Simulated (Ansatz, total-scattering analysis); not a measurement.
**Reading the total scattering of a disordered sample**

The sample: ethanol (12 ethanol; C 22.2, O 11.1, H 66.7 atom %) at 300 K, fixed volume, ρ₀ = 0.0929 Å⁻³. The data come from ab initio molecular dynamics with Ansatz (revPBE-D3(BJ), plane waves, PAW default files, Langevin thermostat, no spin, fixed volume, H with the mass of D). The average runs over 0.65 ps of 108 atoms, so shells between rare elements are rough. Mean temperature 292 K, largest m.s.d. 1.34 Å², energy drift +1 meV an atom (last third less first, no steady trend), Langevin friction 10 ps⁻¹; the first quarter of the run is discarded. Start: last frame of a classical run of this cell at the same density and temperature. So short a stretch relaxes bonds and nearest shells but still remembers its start. It is a liquid as far as so short a run tells.

S(Q) is the Faber–Ziman total, Σ ci cj fi fj (Sij − 1)/⟨f⟩² + 1. Below 4 Å⁻¹ the partials are summed on the cell's own reciprocal vectors (from 0.60 Å⁻¹) and folded with a Gaussian of σ = 0.13 Å⁻¹; above it they are transforms of g(r) out to 7.1 Å, tapered over the last 40 %. The fold lowers sharp peaks, and with so few vectors their positions are good to about 0.1 Å⁻¹. X-rays take neutral-atom form factors, neutrons coherent lengths (C 6.6472, O 5.8037, H 6.6681 fm). Hydrogen is taken as deuterium. G(r) = 4πrρ₀[g(r) − 1] carries the resolution of a Lorch-windowed transform up to 20 Å⁻¹. The patterns are simulated, not measured. The cell is small: beyond half the box only the part of each shell inside it is counted, and low-Q values rest on few vectors.

```csv
Q (Å⁻¹),X-ray,neutron
0.6,-0.44,0.22
0.9,0.10,0.31
1.2,1.49,1.33
1.5,3.22,2.20
1.8,1.55,1.05
2.1,0.67,0.85
2.4,0.83,0.84
2.7,0.72,0.91
3.0,0.65,0.96
3.3,0.65,0.94
3.6,0.64,0.92
3.9,0.61,0.85
4.2,0.70,0.83
4.5,0.88,0.80
4.8,1.13,0.79
5.1,1.32,0.79
5.4,1.42,0.85
5.7,1.40,0.95
6.0,1.25,1.06
6.3,1.01,1.11
6.6,0.83,1.12
6.9,0.74,1.14
7.2,0.74,1.16
7.5,0.78,1.14
7.8,0.84,1.10
8.1,0.90,1.07
8.4,0.97,1.05
8.7,1.08,1.02
9.0,1.19,0.98
9.3,1.21,0.94
9.6,1.17,0.91
9.9,1.14,0.90
10.2,1.11,0.90
10.5,1.05,0.90
10.8,0.97,0.91
11.1,0.90,0.93
11.4,0.85,0.97
11.7,0.81,1.00
12.0,0.80,1.04
```

G(r):

| r (Å) | X-ray | neutron |
| --- | --- | --- |
| 0.6 | -0.41 | -0.66 |
| 0.7 | -0.28 | -0.84 |
| 0.8 | -0.20 | -0.85 |
| 0.9 | 0.01 | 0.23 |
| 1.0 | 0.16 | 2.21 |
| 1.1 | -0.41 | 2.96 |
| 1.2 | -0.81 | 1.41 |
| 1.3 | 1.08 | -0.47 |
| 1.4 | 4.63 | -0.98 |
| 1.5 | 5.77 | -0.71 |
| 1.6 | 2.68 | -0.45 |
| 1.7 | -1.13 | -0.17 |
| 1.8 | -2.39 | -0.03 |
| 1.9 | -1.90 | -0.16 |
| 2.0 | -1.51 | -0.01 |
| 2.1 | -1.59 | 0.49 |
| 2.2 | -1.44 | 0.52 |
| 2.3 | -0.71 | -0.05 |
| 2.4 | 0.20 | -0.43 |
| 2.5 | 0.45 | -0.36 |
| 2.6 | -0.16 | -0.37 |
| 2.7 | -0.77 | -0.64 |
| 2.8 | -0.90 | -0.84 |
| 2.9 | -1.03 | -0.81 |
| 3.0 | -1.38 | -0.66 |
| 3.1 | -1.67 | -0.55 |
| 3.2 | -1.72 | -0.54 |
| 3.3 | -1.53 | -0.59 |
| 3.4 | -1.07 | -0.57 |
| 3.5 | -0.58 | -0.51 |
| 3.6 | -0.42 | -0.46 |
| 3.7 | -0.48 | -0.44 |
| 3.8 | -0.49 | -0.42 |
| 3.9 | -0.44 | -0.38 |
| 4.0 | -0.36 | -0.29 |
| 4.1 | -0.18 | -0.16 |
| 4.2 | 0.12 | -0.01 |
| 4.3 | 0.40 | 0.15 |
| 4.4 | 0.57 | 0.31 |
| 4.5 | 0.63 | 0.43 |
| 4.6 | 0.61 | 0.45 |
| 4.7 | 0.59 | 0.42 |
| 4.8 | 0.67 | 0.39 |
| 4.9 | 0.88 | 0.40 |
| 5.0 | 1.09 | 0.48 |
| 5.1 | 1.10 | 0.57 |
| 5.2 | 0.91 | 0.62 |
| 5.3 | 0.78 | 0.64 |
| 5.4 | 0.85 | 0.61 |
| 5.5 | 0.99 | 0.56 |
| 5.6 | 0.99 | 0.48 |
| 5.7 | 0.82 | 0.38 |
| 5.8 | 0.60 | 0.27 |
| 5.9 | 0.40 | 0.16 |
| 6.0 | 0.16 | 0.10 |

Q: Assign the low-r maxima. Which coordination numbers can be read off, and what are they?

Each pair enters with the weight ci cj fi fj (2 − δij)/⟨f⟩², taking f = Z for X-rays at Q = 0: H–H 0.05 / 0.46; C–H 0.21 / 0.30; C–O 0.28 / 0.04; C–C 0.21 / 0.05; O–H 0.14 / 0.13; O–O 0.09 / 0.01 (X-ray / neutron).

| radiation | maximum (Å) | G (Å⁻²) | pairs that make it (share of the curvature of G, each pair at the same resolution) |
| --- | --- | --- | --- |
| X-ray | 0.98 | 0.18 | C–H or O–H or a ripple of the cut in Q |
| X-ray | 1.47 | 5.92 | C–O 62 %, C–C 38 % |
| X-ray | 2.47 | 0.49 | C–O 100 % |
| neutron | 1.08 | 3.01 | C–H 91 % |
| neutron | 2.16 | 0.62 | C–H 81 %, O–H 19 % |

The first shell (O–H, 0.98 Å) shares its range with C–H (1.10 Å), C–O (1.44 Å) and C–C (1.53 Å), so its area is a weighted sum. The maxima can be assigned, but 2 totals can't separate 6 partials, so the counts below come from the model itself.

From the coordinates:

| pair | first peak (Å) | g there | first minimum (Å) | g there | neighbours | kind |
| --- | --- | --- | --- | --- | --- | --- |
| O–H | 0.98 | 15.8 | 1.26 | 0.00 | 1.0 H per O, 0.2 O per H | within molecules |
| C–H | 1.10 | 29.0 | 1.40 | 0.00 | 2.5 H per C, 0.8 C per H | within molecules |
| C–O | 1.44 | 18.3 | 1.86 | 0.00 | 0.5 O per C, 1.0 C per O | within molecules |
| C–C | 1.53 | 17.5 | 1.96 | 0.00 | 1.0 | within molecules |
| H–H | 1.78 | 3.5 | 2.02 | 0.29 | 1.4 | within molecules |
| O–O | 2.80 | 4.9 | 3.72 | 0.19 | 2.0 | between molecules |

Distances within molecules give the sharpest pair functions, and with hydrogen they rule the neutron S(Q) at high Q: O–H 0.98 Å, C–H 1.10 Å, C–O 1.44 Å, C–C 1.53 Å and H–H 1.78 Å (first peaks only). Between molecules or ions, shells with a clear end include O–O at 2.80 Å (2.0 O per O). On the last frame 92 % of the H on O, N or F point at an acceptor of another molecule or at an anion within hydrogen-bond range (2.35 Å to O, N, F; 2.85 Å to Cl, Br, I).

[Logs are printed without paths, hosts, clocks, repeated set-up lines and the standing remarks that a program may print on its own settings, such as how far it seeks lower states.]
